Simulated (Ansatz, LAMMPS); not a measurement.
# Amorphous Si (76 atoms): geometry optimisation

Wanted: the relaxed structure of amorphous Si (76 atoms) and its electronic structure.

Method: Kohn-Sham DFT, PBE, PAW (set soft_2), plane waves, in Ansatz 0.2.0.

**Experiments to compare with.** Si-Si coordination number quoted from the high-resolution X-ray diffraction study of Laaziri et al (as quoted in “Relationship between diffraction peak, network topology, and amorphous-forming ability in silicon and silica”, 2021, PMC8590056): number of Si about Si 3.9.

This is a report of a sequence of runs, with most program output left out.

## (1) Set-up

The cell holds 76 atoms: 76 Si. Cell: a = 11.660 Å, b = 11.660 Å, c = 11.660 Å, α = 90.0°, β = 90.0°, γ = 90.0°. 76 atoms (76 Si) placed at random at 2.24 g/cm³, melted at 2500 K for 10 ps at fixed volume with the modified Tersoff potential (Kumagai, Izumi, Hara and Sakai, Comput. Mater. Sci. 39, 457 (2007)). Quenched from 2500 K to 100 K at 50 K/ps and fixed volume, annealed at 700 K for 50 ps, held 5 ps, then minimised at fixed cell.

Limits known from the start: The quench rate of 50 K/ps is many orders above laboratory rates, so the cell is likely richer in defects and strain than a real sample. The starting topology of bonds comes from the classical model. Only the Γ point is sampled, in a cell whose shortest periodic width is 12 Å.

## (2) How the cell was made

A classical potential supplies the starting structure, since it reaches far longer times than DFT.

This step: classical MD, modified Tersoff potential (Kumagai, Izumi, Hara and Sakai, Comput. Mater. Sci. 39, 457 (2007)) (LAMMPS 22 Jul 2025 - Update 4).

Input file in.lmp:

```
# melt-quench of Si76
units metal
atom_style atomic
boundary p p p
region box block 0 11.6597 0 11.6597 0 11.6597
create_box 1 box
mass 1 28.0850   # Si
create_atoms 1 random 76 490484 NULL overlap 1.98 maxtry 2000
pair_style tersoff/mod
pair_coeff * * Si.tersoff.mod Si
neigh_modify delay 0 every 1 check yes
thermo_style custom step time temp pe press density
thermo_modify norm yes
timestep 0.001
thermo 100
min_style cg
minimize 1e-4 1e-4 200 2000
reset_timestep 0
velocity all create 2500 490485 mom yes dist gaussian
fix lim all nve/limit 0.05
fix lan all langevin 2500 2500 0.1 490486 zero yes
thermo 500
run 1000 post no
unfix lim
unfix lan
thermo 1666
fix md all nvt temp 2500 2500 0.1
run 10000 post no
unfix md
thermo 4800
fix md all nvt temp 2500 100 0.1
run 48000 post no
unfix md
thermo 2500
# [... 11 lines left out ...]
thermo 2500
fix md all nvt temp 100 100 0.1
run 5000 post no
unfix md
thermo 100
min_style cg
minimize 0 1e-3 2000 20000
write_dump all custom glass.dump id type xs ys zs modify sort id
```

Started as:

```console
> lmp -in in.lmp -log none -nocite
```

It took 59 s on 1 thread of Intel Xeon at 2.80GHz (Skylake/Cascade Lake), shared host; peak memory 0.32 GiB.

## (3) Single point at the start

A single point comes first, to see the forces before anything moves.

Input file input.yaml:

```yaml
crystal:
  lattice:
    - [11.6597, 0.0, 0.0]
    - [0.0, 11.6597, 0.0]
    - [0.0, 0.0, 11.6597]
  atoms:
    - { symbol: Si, position: [0.85202, 0.8858, 0.23826] }
    - { symbol: Si, position: [0.79083, 0.18368, 0.2091] }
    - { symbol: Si, position: [0.68373, 0.27191, 0.95416] }
    - { symbol: Si, position: [0.98452, 0.37497, 0.37721] }
    - { symbol: Si, position: [0.89866, 0.82166, 0.05024] }
    - { symbol: Si, position: [0.78322, 0.77888, 0.54401] }
    - { symbol: Si, position: [0.07832, 0.68312, 0.39723] }
    - { symbol: Si, position: [0.2153, 0.88086, 0.96605] }
[... 64 atom lines left out ...]
    - { symbol: Si, position: [0.31149, 0.89816, 0.33642] }
    - { symbol: Si, position: [0.46108, 0.06266, 0.1376] }
    - { symbol: Si, position: [0.66977, 0.44841, 0.70121] }
    - { symbol: Si, position: [0.32818, 0.80442, 0.81206] }
kpoints:
  mp_grid: { grid: [1, 1, 1] }
hamiltonian:
  xc: pbe
scf:
  occupations: { method: gaussian, width: 0.025 }
output:
  forces: true
  stress: true
  populations: true
  dos:
    method: { smearing: { sigma: 0.15 } }
    de: 0.1
    projected: { site_lists: { Si: [Si] } }
  eigenvalues: true
```

Started as:

```console
> ansatz run input.yaml --threads 4 --pin off --max-ram 8192MiB --backend cpu --events-out ev --progress --plain --runs-dir out
```

Run time: 9.7 s. Hardware: 4 threads of Intel Xeon 6975P-C (Granite Rapids), shared host; peak memory 1.5 GiB.

The run gave:

* free energy: -48300.7521 eV
* free energy per atom: -635.5362 eV/atom
* SCF cycles: 11
* pressure: -1.022 GPa
* r.m.s. force component: 0.2262 eV/Å
* longest force: 0.6994 eV/Å
* Fermi energy: 5.888 eV
* levels partly filled by over 2 per cent: 2
* spilling of the projection: 0.01154

The r.m.s. force component of 0.23 eV/Å and the pressure of -1.0 GPa set the starting point.

Neighbours are counted within 2.98 Å (Si-Si).

Length of the force by element and coordination:

```tsv
element	coordination	atoms	mean length of the force (eV/Å)	spread	least	most
Si	all	76	0.359	0.156	0.0192	0.699
Si	4	64	0.340	0.149	0.0192	0.699
Si	5	12	0.461	0.155	0.166	0.654
```

## (4) Cell and atoms relaxed

Cell and atoms are freed together, to release stress as well as forces.

input.yaml, the sections that differ from step 3:

```yaml
output:
  forces: true
relax:
  f_tol: 0.05
  max_steps: 200
  cell: {}
# crystal, kpoints, hamiltonian, scf: as in step 3
```

Elapsed: 56 s, on 4 threads; peak memory 1.4 GiB; 3.3 min of CPU time.

The steps of the relaxation:

```tsv
step	energy less that of the first step (eV)	largest force component (eV/Å)	pressure (GPa)	volume (Å³)
1	0.0000	0.6886	-1.02	1585.12
2	-1.0244	0.4077	-0.40	1568.22
3	-1.3158	0.2275	0.04	1558.50
4	-1.4637	0.2126	-0.01	1560.89
5	-1.5222	0.0882	0.02	1559.65
6	-1.5375	0.0640	0.01	1559.51
7	-1.5462	0.0568	0.00	1559.18
8	-1.5545	0.0600	0.00	1558.32
9	-1.5621	0.0785	0.00	1556.97
10	-1.5693	0.0617	0.00	1555.24
11	-1.5730	0.0368	0.00	1554.70
12*	-1.5699	0.0369	-0.01	1554.70
```

Relaxation steps marked * repeat the geometry before them on a plane-wave basis chosen anew for their cell, so energy and pressure can jump there.

```tsv
cell as run	before	after	change
a (Å)	11.660	11.440	-1.9 %
b (Å)	11.660	11.714	+0.5 %
c (Å)	11.660	11.603	-0.5 %
α (°)	90.00	89.79	-0.2 %
β (°)	90.00	89.09	-1.0 %
γ (°)	90.00	89.62	-0.4 %
volume (Å³/atom)	20.86	20.46	-1.9 %
```

The atoms that moved most (Å, as changes of fractional coordinates times the final cell):

```tsv
atom	dx	dy	dz	length
Si38	-0.207	0.015	0.306	0.370
Si70	-0.083	0.121	0.292	0.327
Si62	0.051	0.181	0.239	0.304
Si66	0.002	-0.233	-0.151	0.278
Si51	-0.098	0.189	0.172	0.274
Si3	0.231	-0.068	-0.113	0.266
Si17	0.012	0.158	0.195	0.252
Si10	0.211	0.091	0.060	0.237
```

The relaxation changed the energy by -20.7 meV/atom, and atoms moved by 0.16 Å r.m.s., 0.37 Å at most.

## (5) Distances and neighbours after relaxation

Bonds before and after, by the cutoffs listed below:

```tsv
pair	bonds before	bonds after	mean before (Å)	mean after (Å)	spread before (Å)	spread after (Å)
Si-Si	158	156	2.415	2.398	0.082	0.073
```

Density 2.28 g/cm³, 20.46 Å³ an atom.

Pair distribution function in bins of 0.1 Å:

```tsv
r (Å)	total
2.15	0.00
2.25	0.41
2.35	7.10
2.45	3.38
2.55	0.47
2.65	0.24
2.75	0.06
2.85	0.00
2.95	0.00
3.05	0.18
3.15	0.09
3.25	0.45
3.35	0.88
3.45	0.83
3.55	0.88
3.65	1.70
3.75	1.92
3.85	2.06
3.95	1.84
4.05	1.57
4.15	1.37
4.25	0.97
4.35	1.07
4.45	0.69
4.55	0.95
4.65	0.57
4.75	0.93
4.85	0.76
4.95	0.79
5.05	0.76
5.15	0.82
5.25	0.76
5.35	0.85
5.45	0.86
5.55	1.25
5.65	1.09
```

Bonds by pair of elements; cutoffs follow the first minimum of g(r), held within bounds set by covalent radii, and pairs that aren't listed don't count as bonded:

```tsv
pair A-B	cutoff (Å)	bonds	mean length (Å)	spread (Å)	shortest (Å)	B about A	A about B
Si-Si	2.88	156	2.40	0.073	2.28	4.11	4.11
```

How many atoms have how many bonded neighbours:

```tsv
element	mean	4	5
Si	4.11	68	8
```

Bond angles (no mean is given where the spread exceeds 20°):

```tsv
angle	count	mean (°)	spread (°)
Si-Si-Si	488	108	15.4
```

Bond length by coordination (bonds to H left out):

```tsv
element	coordination	atoms	mean bond length (Å)
Si	4	68	2.39
Si	5	8	2.48
```

Rings of the network by King's shortest-path rule, up to 12 atoms, one path for each pair of neighbours; H, halogens, alkali and alkaline-earth atoms are left out, and the last column divides by all other atoms, bonded or not:

```tsv
ring size (atoms)	rings	per network atom
3	2	0.026
4	7	0.092
5	38	0.5
6	61	0.803
7	39	0.513
8	3	0.039
```

The first peak of g(r) lies near 2.4 Å. Counting bonds as in the table, 89 % of Si atoms have 4 bonded neighbours. The Si-Si-Si angle averages 108° with a spread of 15°. Bonds at Si atoms with 4 neighbours average 2.39 Å, against 2.48 Å at those with 5. Rings of 6 atoms are the most common (41 % of those counted); sizes run from 3 to 8.

## (6) Single point at the relaxed geometry

One more single point at the end of the walk gives the fuller output and checks the residual forces.

Input file input.yaml:

```yaml
crystal:
  lattice:
    - [11.43934, 0.03858, 0.09187]
    - [0.03858, 11.71405, 0.02162]
    - [0.09187, 0.02162, 11.60303]
  atoms:
    - { symbol: Si, position: [0.8639, 0.88471, 0.23131] }
    - { symbol: Si, position: [0.79148, 0.18993, 0.20753] }
    - { symbol: Si, position: [0.70404, 0.26605, 0.94424] }
    - { symbol: Si, position: [0.98721, 0.37546, 0.3877] }
    - { symbol: Si, position: [0.90502, 0.81548, 0.04374] }
    - { symbol: Si, position: [0.7738, 0.7772, 0.54629] }
    - { symbol: Si, position: [0.07044, 0.68139, 0.39983] }
    - { symbol: Si, position: [0.22492, 0.87916, 0.96725] }
[... 64 atom lines left out ...]
    - { symbol: Si, position: [0.32219, 0.88474, 0.33167] }
    - { symbol: Si, position: [0.457, 0.06752, 0.13319] }
    - { symbol: Si, position: [0.66344, 0.44536, 0.69847] }
    - { symbol: Si, position: [0.33474, 0.79771, 0.80927] }
kpoints:
  mp_grid: { grid: [1, 1, 1] }
hamiltonian:
  xc: pbe
scf:
  occupations: { method: gaussian, width: 0.025 }
output:
  forces: true
  stress: true
  populations: true
  dos:
    method: { smearing: { sigma: 0.08 } }
    de: 0.1
    projected: { site_lists: { Si: [Si] } }
  eigenvalues: true
  write_density: true
  write_potential: true
  volumetric_format: npy
  elf: true
```

Elapsed: 8.1 s, on 4 threads; peak memory 1.4 GiB.

The run gave:

```yaml
free_energy: -48302.3220 eV
free_energy_per_atom: -635.5569 eV/atom
scf_cycles: 11
pressure: -0.006912 GPa
r_m_s_force_component: 0.0096 eV/Å
longest_force: 0.04365 eV/Å
fermi_energy: 6.054 eV
spacing_of_highest_filled_and_lowest_empty_level: 0.2326 eV
spilling_of_the_projection: 0.01147
```

The mean of these charges, 0.046 e, is only the charge that the projection spills.

Löwdin charges by element and coordination (they lack the spilled electrons, 0.046 e an atom on average):

```tsv
element	coordination	atoms	mean charge (e)	spread	least	most
Si	all	76	0.0459	0.0291	-0.0647	0.126
Si	4	68	0.0448	0.0263	-0.0647	0.121
Si	5	8	0.0552	0.0456	-0.0177	0.126
```

Density of states as counts of states in windows of 0.5 eV (from the Fermi level), total and the larger projections:

```tsv
from (eV)	to (eV)	total	Si p	Si s
-10	-9.5	8.4	2.7	5.6
-9.5	-9	9.7	3.4	6.2
-9	-8.5	8.2	2.9	5.3
-8.5	-8	9.2	3.2	5.9
-8	-7.5	13.8	5.3	8.4
-7.5	-7	12.1	5.5	6.5
-7	-6.5	11.1	5.6	5.4
-6.5	-6	9.4	5.4	4.0
-6	-5.5	9.8	6.1	3.6
-5.5	-5	9.4	6.5	2.8
-5	-4.5	11.2	8.9	2.2
-4.5	-4	14.7	12.2	2.4
-4	-3.5	12.7	10.7	1.9
-3.5	-3	18.9	16.5	2.2
-3	-2.5	19.8	17.7	1.8
-2.5	-2	28.5	26.1	2.0
-2	-1.5	21.6	19.8	1.4
-1.5	-1	20.8	19.1	1.3
-1	-0.5	14.1	12.7	1.0
-0.5	0	7.2	6.0	1.0
0	0.5	5.1	3.8	1.0
0.5	1	10.2	6.5	2.7
1	1.5	15.2	9.7	3.8
1.5	2	19.6	12.7	4.3
2	2.5	24.3	15.5	4.8
2.5	3	21.0	13.4	3.5
```

The curve was stored every 0.100 eV, coarse against its broadening of 0.08 eV, so these counts are rough.

Between -13 and -10 eV lie 33 more states.

The levels nearest the highest filled one (over half full), pooled over k-points and spins:

```tsv
level less the highest filled one (eV)	occupation
-0.612	2
-0.520	2
-0.357	2
-0.188	2
-0.0756	2
0	2
0.233	0
0.530	0
0.611	0
0.801	0
0.858	0
0.950	0
```

Valence density in the bc plane at fractional x = 0.804, with atoms of Si within 0.2 Å of it. It is the smooth field of the valence electrons, not physical close to the nuclei.

Values in e/Å³, 13 rows by 16 columns, each cell a mean:
```
0.42 0.37 0.36 0.40 0.25 0.19 0.19 0.15 0.12 0.20 0.33 0.27 0.14 0.18 0.35 0.20
0.34 0.16 0.11 0.15 0.14 0.09 0.05 0.03 0.03 0.07 0.20 0.25 0.13 0.10 0.23 0.33
0.32 0.21 0.16 0.22 0.21 0.10 0.06 0.08 0.08 0.11 0.30 0.43 0.19 0.05 0.08 0.24
0.37 0.25 0.24 0.39 0.36 0.14 0.15 0.31 0.30 0.28 0.34 0.35 0.25 0.06 0.08 0.25
0.42 0.18 0.12 0.23 0.25 0.12 0.14 0.32 0.30 0.21 0.26 0.45 0.40 0.20 0.24 0.38
0.32 0.19 0.11 0.21 0.29 0.19 0.08 0.09 0.08 0.05 0.11 0.33 0.31 0.39 0.43 0.24
0.27 0.15 0.12 0.24 0.40 0.34 0.12 0.04 0.02 0.02 0.07 0.29 0.41 0.30 0.20 0.23
0.07 0.06 0.06 0.10 0.19 0.25 0.19 0.07 0.03 0.04 0.12 0.28 0.34 0.15 0.05 0.05
0.07 0.09 0.11 0.10 0.13 0.29 0.35 0.24 0.18 0.24 0.35 0.33 0.26 0.20 0.14 0.08
0.12 0.22 0.34 0.30 0.36 0.37 0.19 0.40 0.43 0.23 0.31 0.25 0.18 0.34 0.40 0.24
0.08 0.20 0.32 0.27 0.33 0.30 0.41 0.33 0.27 0.39 0.39 0.16 0.11 0.26 0.34 0.17
0.07 0.21 0.45 0.37 0.16 0.21 0.34 0.32 0.29 0.39 0.38 0.27 0.16 0.17 0.13 0.07
0.29 0.36 0.34 0.38 0.19 0.27 0.27 0.30 0.40 0.36 0.21 0.36 0.23 0.21 0.23 0.22
```
Columns run along b (11.7 Å), rows up along c (11.6 Å). Atoms in or near the plane, at fractional coordinates: Si at (0.19, 0.21), Si at (0.96, 0.93), Si at (0.40, 0.27), Si at (0.61, 0.25), Si at (0.43, 0.06), Si at (0.98, 0.58), Si at (0.64, 0.05).

Electrostatic potential energy in the bc plane at fractional x = 0.804, with atoms of Si within 0.2 Å of it. With pseudopotentials it is smooth inside the atoms' cores, unlike the true potential.

Ten even steps from '0' (-47 eV) to '9' (10 eV), each cell a mean:
```
378755788999987899987778999998411
168988998899999999999999999997200
589999999999999999999988899998522
899999999999999999999988999999888
888999999999999999999988899999999
767899877899999999999754689999998
878898766789999877898621479999998
889999877899998766898754689999988
479999999999999877899988888999753
058999998899999999999998644688500
158999987789999999999997200378620
789999875578999999999998422589876
999999987789999999999999877899999
999999999999999999999999889999999
999999999999999999999998778999999
999999999998767899988888788999999
999998889985202688633578899988899
999975347884000587300168999865689
999850004886324788510269999854589
999861015899878999866789999877789
999987668999877889988889999999999
999888899998621378863247999999999
998634689998300058830005899899999
888411589998621378851027899999877
```
Columns run along b (11.7 Å; values clipped at the 3rd and 97th percentile), rows up along c (11.6 Å). Atoms in or near the plane, at fractional coordinates: Si at (0.19, 0.21), Si at (0.96, 0.93), Si at (0.40, 0.27), Si at (0.61, 0.25), Si at (0.43, 0.06), Si at (0.98, 0.58), Si at (0.64, 0.05).

Löwdin charges run from -0.06 to +0.13 e, about a mean that is the spilled charge alone. Within 0.4 eV of the Fermi level the largest share is Si p (84 % of the projected weight).

A closer look about Si42, which has 5 bonded neighbours where the commonest count for Si is 4: 15 atoms, nearest first, numbered in the order of the input, with positions taken from that point.

```tsv
atom	x	y	z	distance (Å)	bonds	Löwdin charge (e)
Si42	0.00	0.00	0.00	0.00	5	-0.02
Si75	0.05	2.32	-0.42	2.36	4	0.08
Si47	2.43	-0.15	-0.12	2.44	4	0.09
Si16	-0.38	-1.61	-1.80	2.45	4	0.06
Si3	0.53	0.23	2.43	2.50	4	0.04
Si22	-2.23	-1.24	0.82	2.68	4	0.11
Si66	2.39	0.21	-2.50	3.47	4	0.02
Si54	-1.74	-0.53	2.97	3.48	4	0.06
Si39	2.49	-2.49	0.23	3.53	4	0.05
Si30	0.36	1.27	-3.54	3.77	4	0.06
Si61	-0.85	3.47	1.47	3.86	4	0.02
Si59	1.44	-3.16	-1.74	3.88	4	0.03
Si15	-1.07	2.91	-2.42	3.93	4	0.07
Si51	2.48	2.99	-0.64	3.94	4	0.03
Si36	-1.09	-0.54	-3.75	3.94	4	0.04
```

The column of bonds counts only the pairs Si-Si within 2.88 Å; other neighbours, such as metal atoms beside each other in a compound, aren't counted, and periodic images can show an atom twice.

## (7) Another setting: scf.n_extra_bands = 2

Changed here: scf.n_extra_bands = 2.

Input file input.yaml:

```yaml
crystal:
  lattice:
    - [11.6597, 0.0, 0.0]
    - [0.0, 11.6597, 0.0]
    - [0.0, 0.0, 11.6597]
  atoms:
    [... the 76 atom lines of step 3 ...]
kpoints:
  mp_grid: { grid: [1, 1, 1] }
hamiltonian:
  xc: pbe
scf:
  occupations: { method: gaussian, width: 0.025 }
  n_extra_bands: 2
output:
  forces: true
  stress: true
  populations: intrinsic
  dos:
    method: { smearing: { sigma: 0.08 } }
    de: 0.1
    projected: { site_lists: { Si: [Si] } }
  eigenvalues: true
```

Run time: 6 s. Hardware: 4 threads; peak memory 1.3 GiB.

Geometry and reference: those of the single point at the start.

Forces differ from those of the single point at the start by 0.015 meV/Å r.m.s., 0.0066 % of their size. It took 0.62 times the reference's time (shared host, so rough).

## (8) What came out

| Item | Value |
| --- | --- |
| energy change in the relaxation | -20.66 meV/atom |
| r.m.s. displacement | 0.159 Å |
| largest displacement | 0.37 Å |
| free energy per atom | -635.5569 eV/atom |
| pressure | -0.006912 GPa |
| r.m.s. force component | 0.0096 eV/Å |
| gap (highest filled to lowest empty level) | 0.2326 eV |
| wall time of the 4 DFT runs | 80 s |

**Reading.** Relaxation lowers the energy by 20.7 meV/atom and moves atoms by 0.16 Å r.m.s.; the r.m.s. force component goes from 0.23 to 0.0096 eV/Å, the pressure goes from -1.0 to -0.0069 GPa. Displacements are taken in the final cell, so they leave out its strain. By the final cutoffs 3 of 158 bonded pairs parted and 1 joined. The cell shrank by 1.9 % in volume. From the first step to the last the energy fell by 1.570 eV, across changes of basis, and the largest move was 0.37 Å (Si38). The Si-Si bonds go from 2.415 Å (spread 0.082) to 2.398 Å (spread 0.073), and their number from 158 to 156. Counting bonds as in the table, 89 % of Si atoms have 4 bonded neighbours. Between filled and empty levels lie 0.233 eV (at Γ alone); a semilocal functional tends to put such gaps too low. In a disordered cell it changes from sample to sample, and tail or defect levels can set it.

**Limits.** The starting topology of bonds comes from the classical model; in DFT 3 of its 158 bonded pairs passed out of the cutoffs and 1 came within them.

Calculation beside experiment:

```tsv
quantity	measured	this cell	difference	method of the measurement
number of Si about Si	3.9	4.11	+5.3 %	X-ray diffraction
```

The cell differs from the measured neighbour counts by up to 5.3 %. The network comes from the model that made the cell; in DFT 3 of its 158 bonded pairs passed out of the cutoffs and 1 came within them. Our coordination numbers hang on a cutoff, and experiments count neighbours in their own ways.

[Logs are printed without paths, hosts, clocks, repeated set-up lines and the standing remarks that a program may print on its own settings, such as how far it seeks lower states.]

[Hosts, paths, dates, database ids (printed as entryN), source tags and the programs' standing remarks are cut or masked in the printed files.]
